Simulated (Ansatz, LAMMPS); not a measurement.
# Amorphous carbon at 2.81 g/cm^3 (96 atoms): relaxed cell and levels of theory

What does this cell relax to, and how do the Kohn-Sham gap, forces and pressure change with k-mesh and functional?

Calculated with Ansatz 0.2.0: Kohn-Sham DFT, PBE, PAW (set soft_2), plane waves; cutoff 420 eV, Γ point, fermi-dirac smearing of 0.025 eV.

In doubt: the hybrid run may have settled on a false gap or state (Ansatz), so the values of those runs are not to be relied on; a hybrid on one k-point of a small cell (Ansatz), which bears on gaps and moments.

**The cell**

Density at the start: 2.81 g/cm³. The cell holds 96 atoms: 96 C. Cell: a = 8.802 Å, b = 8.802 Å, c = 8.802 Å, α = 90.0°, β = 90.0°, γ = 90.0°. 96 atoms (96 C) placed at random at 2.81 g/cm³, melted at 6000 K for 10 ps at fixed volume with the LCBOP (Los and Fasolino, Phys. Rev. B 68, 024107 (2003)). Quenched from 6000 K to 300 K at 200 K/ps and fixed volume, held 5 ps, then minimised at fixed cell.

The atoms were relaxed with PBE. The walk converged after 37 steps, with a largest force component of 0.0202 eV/Å; it began at an r.m.s. force component of 1.2 eV/Å. The energy fell by 94.2 meV an atom.

The input of the reference single point:

```yaml
crystal:
  lattice:
    - [8.8017, 0.0, 0.0]
    - [0.0, 8.8017, 0.0]
    - [0.0, 0.0, 8.8017]
  atoms:
    - { symbol: C, position: [0.02303, 0.41451, 0.9758] }
    - { symbol: C, position: [0.26303, 0.39693, 0.43306] }
    - { symbol: C, position: [0.6692, 0.7598, 0.59643] }
    - { symbol: C, position: [0.33095, 0.64508, 0.27033] }
    [... 90 atom lines left out ...]
    - { symbol: C, position: [0.87548, 0.45289, 0.02773] }
    - { symbol: C, position: [0.21107, 0.87286, 0.3565] }
kpoints:
  mp_grid: { grid: [1, 1, 1] }
hamiltonian:
  xc: pbe
scf:
  occupations: { method: fermi_dirac, width: 0.025 }
output:
  forces: true
  stress: true
  populations: true
  dos:
    method: { smearing: { sigma: 0.08 } }
    de: 0.05
    projected: { site_lists: { C: [C] } }
  eigenvalues: true
  write_density: true
  write_potential: true
  volumetric_format: npy
```

**Bonds after relaxation**

Bonds by pair of elements; cutoffs follow the first minimum of g(r), held within bounds set by covalent radii, and pairs that aren't listed don't count as bonded:

```tsv
pair A-B	cutoff (Å)	bonds	mean length (Å)	spread (Å)	shortest (Å)	B about A	A about B
C-C	1.85	148	1.44	0.066	1.31	3.08	3.08
```

How many atoms have how many bonded neighbours:

```tsv
element	mean	2	3	4
C	3.08	1	86	9
```

**Levels of theory**

Single points at the relaxed geometry:

| functional | k-mesh | Kohn-Sham gap (eV) | pressure (GPa) | r.m.s. force component (eV/Å) | SCF cycles | time |
| --- | --- | --- | --- | --- | --- | --- |
| PBE | 1×1×1 | 0.288 | 22.02 | 0.005 | 8 | 6.9 s |
| PBE | 2×2×2 | 0.037 † | 21.99 | 0.201 | 9 | 61 s |
| r2SCAN | 1×1×1 | 0.332 | 18.16 | 0.106 | 12 | 26 s |
| PBEsol | 1×1×1 | 0.285 | 17.37 | 0.042 | 8 | 6.6 s |

The gap is that between the highest filled and lowest empty Kohn-Sham level on the run's k-points; † or a dash marks runs with no clear gap, where levels at the Fermi energy are far from full or empty or nearly touch. Cutoffs: 420 eV for PBE and PBEsol; 500 eV for r2SCAN. Times come from shared hosts and are rough.

**Findings**

By these cutoffs 90 % of C atoms have 3 neighbours. The Kohn-Sham gap is 0.29 eV with PBE on the 1×1×1 mesh, and the denser mesh shows no clear gap. On the reference's mesh the gap changes with r2SCAN by +0.04 eV and PBEsol by under 0.01 eV. Against the reference the pressure changes with r2SCAN by -3.9 GPa and PBEsol by -4.7 GPa; a negative change means that the functional would take a smaller volume. The denser mesh moves the energy by +4.8 meV/atom and the pressure by -0.04 GPa. On it the r.m.s. force component is 0.201 eV/Å against 0.005, so the geometry is at rest on the reference mesh alone.

Limits: 1 converged run is left out of the tables as doubtful (a hybrid that may have settled on a false gap or state, or a run that ended in another magnetic state). All single points share the geometry relaxed with PBE. The density was set when the cell was made, as one point of a scan, and needn't be that of the real material. One sample; tail or defect levels can set the gap of a disordered cell. The quench rate of 200 K/ps is many orders above laboratory rates, so the cell is likely richer in defects and strain than a real sample. The network of bonds at the start is that of the classical potential that made the cell, and needn't be the one that DFT or experiment would give.

[Long decimals in the printed logs are rounded to 6 places.]

[Logs are printed without paths, hosts, clocks, repeated set-up lines and the standing remarks that a program may print on its own settings, such as how far it seeks lower states.]

[Hosts, paths, dates, database ids (printed as entryN), source tags and the programs' standing remarks are cut or masked in the printed files.]

[Runs of further levels or settings that didn't converge aren't in the tables.]
